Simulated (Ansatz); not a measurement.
# Resistivity from frozen vibrations: Nb(100) with 4 thermally displaced layers, 2x2

Wanted: the phonon-limited resistivity of Nb at 273 K by the Landauer route. The measured value for the pure metal at this temperature is 15.2 µΩ cm (CRC Handbook of Chemistry and Physics, 84th ed., 2003, Electrical Resistivity of Pure Metals).

Main program and level: Ansatz 0.2.0; Ansatz plane-wave DFT, PBE, PAW files; ballistic transport by layer matching (Landauer), zero bias; PAW set soft_1.

## (1) Set-up

The cell holds 56 atoms: 56 Nb. Cell: a = 6.613 Å, b = 6.613 Å, c = 23.144 Å, α = 90.0°, β = 90.0°, γ = 90.0°. It derives from Nb. Regions: lead, 40 atoms (40 Nb); scattering region, 16 atoms (16 Nb). The structure is stacked along c, and the current runs across the ab planes.

## (2) With 4 displaced layers

Each atom of 4 layers is moved at random, by amounts drawn from a normal law 0.0762 Å wide in each direction from the Debye model (275 K) at 273 K. The layers about the cell's end stay perfect and serve as the lead. Disorder leaves little or no symmetry, which makes such runs dear. Energies from -0.05 to 0.05 eV in steps of 0.05 eV are too few for the program's thermal sum, so it prints no conductance; for a metal the transmission near the Fermi level serves, at a fraction of the cost.

The input, input.yaml:

```yaml
crystal:
  lattice:
    - [6.6126, 0.0, 0.0]
    - [0.0, 6.6126, 0.0]
    - [0.0, 0.0, 23.1441]
  atoms:
    - { symbol: Nb, position: [0.0, 0.0, 0.0357142857] }
    - { symbol: Nb, position: [0.0, 0.5, 0.0357142857] }
    - { symbol: Nb, position: [0.5, 0.0, 0.0357142857] }
    - { symbol: Nb, position: [0.5, 0.5, 0.0357142857] }
    - { symbol: Nb, position: [0.25, 0.25, 0.1071428571] }
    - { symbol: Nb, position: [0.25, 0.75, 0.1071428571] }
    - { symbol: Nb, position: [0.75, 0.25, 0.1071428571] }
    - { symbol: Nb, position: [0.75, 0.75, 0.1071428571] }
    - { symbol: Nb, position: [0.0, 0.0, 0.1785714286] }
    - { symbol: Nb, position: [0.0, 0.5, 0.1785714286] }
    - { symbol: Nb, position: [0.5, 0.0, 0.1785714286] }
    - { symbol: Nb, position: [0.5, 0.5, 0.1785714286] }
    - { symbol: Nb, position: [0.25, 0.25, 0.25] }
    - { symbol: Nb, position: [0.25, 0.75, 0.25] }
    - { symbol: Nb, position: [0.75, 0.25, 0.25] }
    - { symbol: Nb, position: [0.75, 0.75, 0.25] }
    - { symbol: Nb, position: [0.0, 0.0, 0.3214285714] }
    - { symbol: Nb, position: [0.0, 0.5, 0.3214285714] }
    - { symbol: Nb, position: [0.5, 0.0, 0.3214285714] }
    - { symbol: Nb, position: [0.5, 0.5, 0.3214285714] }
    - { symbol: Nb, position: [0.2499212925, 0.2620612292, 0.3952999844] }
    - { symbol: Nb, position: [0.2583466633, 0.7686632474, 0.3888859543] }
    - { symbol: Nb, position: [0.7427716846, 0.2347737668, 0.3925021989] }
    - { symbol: Nb, position: [0.7615149783, 0.7497469577, 0.3944906047] }
    - { symbol: Nb, position: [0.9779703039, 0.001695537, 0.461298183] }
    - { symbol: Nb, position: [0.0204688769, 0.5102246892, 0.4674129345] }
    - { symbol: Nb, position: [0.4993329767, 0.0070658316, 0.4664528482] }
    - { symbol: Nb, position: [0.4960293016, 0.4942656822, 0.4639076451] }
    - { symbol: Nb, position: [0.243019603, 0.2431477227, 0.5347808284] }
    - { symbol: Nb, position: [0.2416019027, 0.7588351712, 0.5304566713] }
    - { symbol: Nb, position: [0.7594950392, 0.2427876988, 0.5339159232] }
    - { symbol: Nb, position: [0.7344257693, 0.7483369991, 0.5348984723] }
    - { symbol: Nb, position: [0.0022073388, 0.9938459921, 0.6074516962] }
    - { symbol: Nb, position: [0.0209796502, 0.5047154525, 0.6052530841] }
    - { symbol: Nb, position: [0.5109886221, 0.9985150218, 0.6090991191] }
    - { symbol: Nb, position: [0.5070645075, 0.4954913124, 0.6007843619] }
    - { symbol: Nb, position: [0.25, 0.25, 0.6785714286] }
    - { symbol: Nb, position: [0.25, 0.75, 0.6785714286] }
    - { symbol: Nb, position: [0.75, 0.25, 0.6785714286] }
    - { symbol: Nb, position: [0.75, 0.75, 0.6785714286] }
    - { symbol: Nb, position: [0.0, 0.0, 0.75] }
    - { symbol: Nb, position: [0.0, 0.5, 0.75] }
    - { symbol: Nb, position: [0.5, 0.0, 0.75] }
    - { symbol: Nb, position: [0.5, 0.5, 0.75] }
    - { symbol: Nb, position: [0.25, 0.25, 0.8214285714] }
    - { symbol: Nb, position: [0.25, 0.75, 0.8214285714] }
    - { symbol: Nb, position: [0.75, 0.25, 0.8214285714] }
    - { symbol: Nb, position: [0.75, 0.75, 0.8214285714] }
    - { symbol: Nb, position: [0.0, 0.0, 0.8928571429] }
    - { symbol: Nb, position: [0.0, 0.5, 0.8928571429] }
    - { symbol: Nb, position: [0.5, 0.0, 0.8928571429] }
    - { symbol: Nb, position: [0.5, 0.5, 0.8928571429] }
    - { symbol: Nb, position: [0.25, 0.25, 0.9642857143] }
    - { symbol: Nb, position: [0.25, 0.75, 0.9642857143] }
    - { symbol: Nb, position: [0.75, 0.25, 0.9642857143] }
    - { symbol: Nb, position: [0.75, 0.75, 0.9642857143] }
kpoints:
  mp_grid: { grid: [4, 4, 1] }
hamiltonian:
  xc: pbe
  pseudopotentials: { kind: paw, azcp: { folder: soft_1 } }
scf:
  occupations: { method: fermi_dirac, width: 0.1 }
output:
  transmission: { leads: [[0, 4]], kmesh: [8, 8], e_range: [-0.05, 0.05], de: 0.05 }
  write_potential: true
  write_density: true
  volumetric_format: npy
  elf: true
```

Run with:

```bash
> ansatz run input.yaml --threads 4 --pin off --max-ram 15360MiB --backend cpu --events-out ev --progress --plain --runs-dir out
```

Numbers of over 12 decimals in the logs are rounded to 6 here.

What it wrote:

```text
Engine: ansatz 0.2.0, aarch64-unknown-linux-gnu
Pseudopotentials: kind: paw
Pseudopotential: Nb, paw, valence charge 13, recommended cutoff 420 eV (normal), soft_1/Nb.paw.azcp
Functional definition: PBE
  parameter kappa = 0.804
  parameter beta = 0.066725
  exchange = pbe_x(kappa = kappa, mu = beta*pi^2/3)
  correlation = pbe_c(beta = beta)
Crystal: 56 atoms, lattice volume = 1012.010 Å³
Basis set: ecut = 420 eV, 19757 PW (Γ)
Bands: 437, of which v1, the nominal top of the filled ones, is band 364 counted from 1 (363 counted from 0)
Symmetry: 1 space group operations
Space group: P1 (ITA 1), of the structure as read, at distance tolerance 1.0e-4 Å
k-points: 10 of 16 (time reversal used)
Non-local potential: Nb, projectors of the file, l = 0: 3, l = 1: 2, l = 2: 2, l = 3: 1
PAW form: soft (Blöchl's): semilocal exchange-correlation on the pseudo side does not see the compensation charge
PAW one-centre angular grid: Nb, 590 points (default); XC on 64 Gauss nodes
Initial density: superposition of atomic densities (chi_scale 0.1, normalization cell)
Initial wavefunctions: pseudopotential atomic-orbital guess
Functional: x = pbe(κ = 0.804, μ = 0.219515), c = pbe(β = 0.066725)
SCF iter   1: F=—  HF=-254955.369375 eV  |F-HF|=—  |Δ(HF+E_count)|=         —  Δρ=7.75e-2  dr2=7.05e1  ethr=3.10e-3  ⟨swp⟩=5.9  Hψ=17154  notcnv=0  defer=1
preconditioner: auto → Kerker (q_TF=auto, 2.583 Å⁻¹)  [metal: Δε(μ)=0.004 eV  Ē_g=3.743 eV  σ=0.100 eV  W_gap=0.01  n_scr=294 (ndim 8)  ℏωp=19.5 eV  f_vac=0.000  D(μ)=75.98/eV (n_scr^D=862)]
SCF iter   2: F=—  HF=-254937.708013 eV  |F-HF|=—  |Δ(HF+E_count)|=    1.77e1  Δρ=4.60e-2  dr2=2.31e1  ethr=3.10e-3  ⟨swp⟩=3.0  Hψ=9200  notcnv=0  defer=52
SCF iter   3: F=—  HF=-254930.276835 eV  |F-HF|=—  |Δ(HF+E_count)|=    7.43e0  Δρ=6.00e-3  dr2=1.84e-1  ethr=3.10e-3  ⟨swp⟩=3.2  Hψ=8169  notcnv=0  defer=52
SCF iter   4: F=—  HF=-254930.312542 eV  |F-HF|=—  |Δ(HF+E_count)|=   3.57e-2  Δρ=8.09e-4  dr2=7.62e-3  ethr=2.53e-5  ⟨swp⟩=4.0  Hψ=8515  notcnv=0  defer=3
SCF iter   5: F=—  HF=-254930.313014 eV  |F-HF|=—  |Δ(HF+E_count)|=   4.73e-4  Δρ=1.59e-4  dr2=1.52e-4  ethr=1.05e-6  ⟨swp⟩=2.8  Hψ=8109  notcnv=0  defer=3
SCF iter   6: F=—  HF=-254930.313084 eV  |F-HF|=—  |Δ(HF+E_count)|=   7.01e-5  Δρ=2.49e-5  dr2=4.39e-6  ethr=2.08e-8  ⟨swp⟩=2.4  Hψ=7260  notcnv=0  defer=3
SCF iter   7: F=—  HF=-254930.312379 eV  |F-HF|=—  |Δ(HF+E_count)|=   7.06e-4  Δρ=3.63e-6  dr2=1.00e-7  ethr=6.02e-10  ⟨swp⟩=2.0  Hψ=5626  notcnv=0  defer=3
SCF iter   8: F=-254930.312379 eV  HF=-254930.312379 eV  |F-HF|=5.53e-10  |Δ(HF+E_count)|=   1.70e-8  Δρ=7.41e-7  dr2=4.45e-9  ethr=1.37e-11  ⟨swp⟩=8.1  Hψ=10717  notcnv=0
SCF 1 converged in 8 iterations: F = -254930.312379 eV  dr2 = 4.45e-9
  greatest PAW one-centre occupation: 0.998 electrons in one spin orbital (limit 2), on the Nb atom at site 27 (counted from 0), in its partial waves of l = 0
transmission: 144 of 1428 steps passed
transmission: 288 of 1428 steps passed
[...]
transmission: 1428 of 1428 steps passed
SCF converged after 8 iterations
Free energy (F): -254930.312379 eV
Harris-Foulkes:  -254930.312379 eV  (|F-HF|=5.53e-10)
Internal energy: -254927.682651 eV  (E = F + TS)
E sigma→0 (E₀):  -254928.997515 eV
Entropy (-TS):   -2.629728 eV (-46.959 meV/atom)
Fermi energy:    17.742717 eV
--- Per-component energies (eV) ---
  E_band       = -3809.598226
  E_kinetic    = 20915.936235
  E_local      = -36429.041237  (includes V_loc(G=0)·N_el)
  E_nonlocal   = 5318.989868
  E_hartree    = 12115.510260
  E_xc         = -9288.418736
  E_vxc        = -11246.911712  (∫ρ·V_xc dr)
  E_paw        = -172605.431147  (= ΣΔE_a)
  E_vpaw       = -6599.595716  (= ΣTr[D̂ρ^β])
  E_aug_tail   = 0.002178  (compensation charges beyond the density's cutoff)
  E_ewald      = -74955.230073
  E_smearing   = -2.629728  (= −TS)
  E_closure    = -0.000000  (closes the sum)
  Σ components = -254930.312379   (vs F -254930.312379, Δ=0.00e0)
--- Band table (eV; the first three rows and the last of 10) ---
  k-point 0: bands = [... 360 lower, 18.0851, 18.0892, 18.0912, 18.0990, 18.1128, 18.1416, 18.2442, 18.2867, ... 69 higher]
  k-point 1: bands = [... 360 lower, 17.9208, 17.9543, 17.9734, 17.9955, 18.0102, 18.0516, 18.0784, 18.1738, ... 69 higher]
  k-point 2: bands = [... 360 lower, 17.6690, 17.6817, 17.6849, 17.7013, 17.7096, 17.7427, 17.7510, 17.7608, ... 69 higher]
  k-point 9: bands = [... 360 lower, 17.1081, 17.1147, 17.1272, 17.1373, 17.1453, 17.1575, 17.1866, 17.2080, ... 69 higher]
--- Transmission ---
  basis      : 385 plane waves across, 42 finite elements along
  points     : 34, standing for a mesh of 8 x 8
  energies   : 3 from -0.050000 to 0.050000 eV about the Fermi level, 0.050000 eV apart; the leads are filled to 0.000000 eV, and channels, transmission and decay are at 0.000000 eV
  crystal 0  : Nb4, at the sites [0, 4], period 1.6531 Å, over 16.53 Å; its Hamiltonian steps by up to 1.4 meV
    offset         : up to 0.0000 Å between an atom of the period and one for which it stands
    channels       : 1.060938e1 a spin
    conductance    : none, the energies end too early or step too widely for 300 K: set another output.transmission.e_range or a lower de, or, where they end at an eighth of basis.ecutwfc, a higher one
  junction   : crystal 0 to crystal 0, 0.70 to 22.19 Å
    transmission   : 8.379630e0 a spin
    conductance    : none, the energies end too early or step too widely for 300 K: set another output.transmission.e_range or a lower de, or, where they end at an eighth of basis.ecutwfc, a higher one
```

Run time: 18 min. Hardware: 4 threads of Arm Neoverse V2, shared host; peak memory 8.3 GiB; 59 min of CPU time.

The column dr2 measures how far the density is from self-consistency, as an energy; F and HF (Harris–Foulkes) agree once it is small.

This step gave:

* free energy: -254930.3124 eV
* energy at zero smearing: -254928.9975 eV
* Fermi energy: 17.74 eV
* cell area: 43.73 Å²
* transmission per spin nearest the Fermi level: 8.380
* open channels per spin nearest the Fermi level: 10.61
* step of the lead's potential: 1.4 meV

Per spin. The transmission, zone mean by energy, zero at the Fermi level:

| energy (eV) | transmission, zone mean |
| --- | --- |
| -0.0500 | 8.83 |
| 0.0000 | 8.38 |
| 0.0500 | 8.29 |

Per spin. Table of open channels, zone mean, lead by energy, zero at the Fermi level:

| energy (eV) | open channels, zone mean, lead |
| --- | --- |
| -0.0500 | 11.4 |
| 0.0000 | 10.6 |
| 0.0500 | 10.2 |

Transmission over k1 and k2. At 0.0000 eV from the Fermi level.

Ten even steps from '0' (2.9) to '9' (11.7):
```
04569654
44679865
56767776
69988899
56777676
45689764
04569654
00456540
```
Columns: k1 (b1) from -0.5 to 0.375; rows upwards: k2 (b2) from -0.5 to 0.375.

Open channels over k1 and k2. At 0.0000 eV from the Fermi level.

Values, 8 rows by 8 columns:
```
 4.0  9.0  9.0 12.0 14.0 12.0  9.0  9.0
10.0  9.0 10.0 12.0 14.0 12.0 10.0  9.0
10.0 12.0 12.0 11.0 11.0 11.0 12.0 12.0
14.0 14.0 14.0 11.0 11.0 11.0 14.0 14.0
10.0 12.0 12.0 11.0 11.0 11.0 12.0 12.0
10.0  9.0 10.0 12.0 14.0 12.0 10.0  9.0
 4.0  9.0  9.0 12.0 14.0 12.0  9.0  9.0
 4.0  4.0 10.0 10.0 14.0 10.0 10.0  4.0
```
Columns: k1 (b1) from -0.5 to 0.375; rows upwards: k2 (b2) from -0.5 to 0.375.

Valence density in the ca plane at fractional y = 0.000, with atoms of Nb within 0.2 Å of it. It is the smooth field of the valence electrons, not physical close to the nuclei.

Ten even steps from '0' (0.2 e/Å³) to '9' (5.0 e/Å³), each cell a mean:
```
49972000049972000169972000049972000049972000
14530000014530000037741000014530000014530000
00000000000000000001110000000000000000000000
00000000000000000000000000000000000000000000
00000000000000000000000000000000000000000000
00000000000000000000000000000000000000000000
02210000002210000001210000002320000002210000
37851000037851000026862000037972000027851000
59982000059982000049993000049993000059982000
49972000049972000039982000038972000049972000
14530000014530000014531000013420000014530000
00000000000000000000000000000000000000000000
00000000000000000000000000000000000000000000
00000000000000000000000000000000000000000000
00000000000000000000000000000000000000000000
02210000002210000001100000002210000002210000
37851000037851000025530000037861000027851000
59982000059982000159971000059982000059982000
```
Columns run along c (16.0 Å, from fractional 0.15 to 0.85 of the cell), rows up along a (6.6 Å). Atoms in or near the plane, at fractional coordinates: Nb at (0.18, 0.00), Nb at (0.18, 0.50), Nb at (0.32, 0.00), Nb at (0.32, 0.50), Nb at (0.46, 0.98), Nb at (0.47, 0.50), Nb at (0.61, 0.00), Nb at (0.61, 0.51), Nb at (0.75, 0.00), Nb at (0.75, 0.50).

Electrostatic potential energy in the ca plane at fractional y = 0.000, with atoms of Nb within 0.2 Å of it. With pseudopotentials it is smooth inside the atoms' cores, unlike the true potential.

Ten even steps from '0' (-55 eV) to '9' (20 eV), each cell a mean:
```
41026999841026999730026999841026999841026999
64358999964358999852247999974358999974358999
98789999998789999986679999998789999998789999
99999999999999999999999999999999999999999999
99999999999999999999999999999999999999999999
99899999999899999999899999998889999999899999
86578999986578999986568999975468999986578999
52136999852137999862136999852026999852136999
30015899730015899840014899840004899730015899
41026999841026999851015899851025999841026999
64358999964358999974347999975458999974358999
98789999998789999998789999998889999998789999
99999999999999999999999999999999999999999999
99999999999999999999999999999999999999999999
99899999999899999999999999999899999999899999
86578999986578999987789999986568999986578999
52136999852137999863358999852136999852136999
30015899730015899730026999730015899730015899
```
Columns run along c (16.0 Å, from fractional 0.15 to 0.85 of the cell; values clipped at the 3rd and 97th percentile), rows up along a (6.6 Å). Atoms in or near the plane, at fractional coordinates: Nb at (0.18, 0.00), Nb at (0.18, 0.50), Nb at (0.32, 0.00), Nb at (0.32, 0.50), Nb at (0.46, 0.98), Nb at (0.47, 0.50), Nb at (0.61, 0.00), Nb at (0.61, 0.51), Nb at (0.75, 0.00), Nb at (0.75, 0.50).

ELF in the ca plane at fractional y = 0.000, with atoms of Nb within 0.2 Å of it. It is the smooth field of the valence electrons, not physical close to the nuclei.

Ten even steps from '0' (0.17) to '9' (0.71), each cell a mean:
```
88595031188595031294394031188695031188595032
48972154148872253179982153148872153148972154
11111455311112454223421355311111455311111455
41124544531125544420024544542125544541124544
53245534543245534553245534552235544553245544
20013455420013444420013555420002455420013455
24531354124531354214531355126751255224531355
79994042179993143069995143069895033169994143
95186021185195021087186021086077021185185021
88595031188595032079596022079795031188595032
48972153148872254138973144127862253148972154
11111455311112455311111355310001455311111455
41124544532124434431124444542235544541124544
53245544553245433554355434553245544553245544
20013455420013444420024444420003455420013455
24531354124531354212211454225641355224531355
79994042179993142169971253179994042179994142
95186021185195021296594031185186021185185021
```
Columns run along c (16.0 Å, from fractional 0.15 to 0.85 of the cell), rows up along a (6.6 Å). Atoms in or near the plane, at fractional coordinates: Nb at (0.18, 0.00), Nb at (0.18, 0.50), Nb at (0.32, 0.00), Nb at (0.32, 0.50), Nb at (0.46, 0.98), Nb at (0.47, 0.50), Nb at (0.61, 0.00), Nb at (0.61, 0.51), Nb at (0.75, 0.00), Nb at (0.75, 0.50).

Over the solved energies the transmission per spin lies between 8.29 and 8.83, out of 10.7 channels of the lead on average (up to 11.4).

(Continued in part 2 of 2.)

[Logs are printed without paths, hosts, clocks, repeated set-up lines and the standing remarks that a program may print on its own settings, such as how far it seeks lower states.]

[Hosts, paths, dates, database ids (printed as entryN), source tags and the programs' standing remarks are cut or masked in the printed files.]
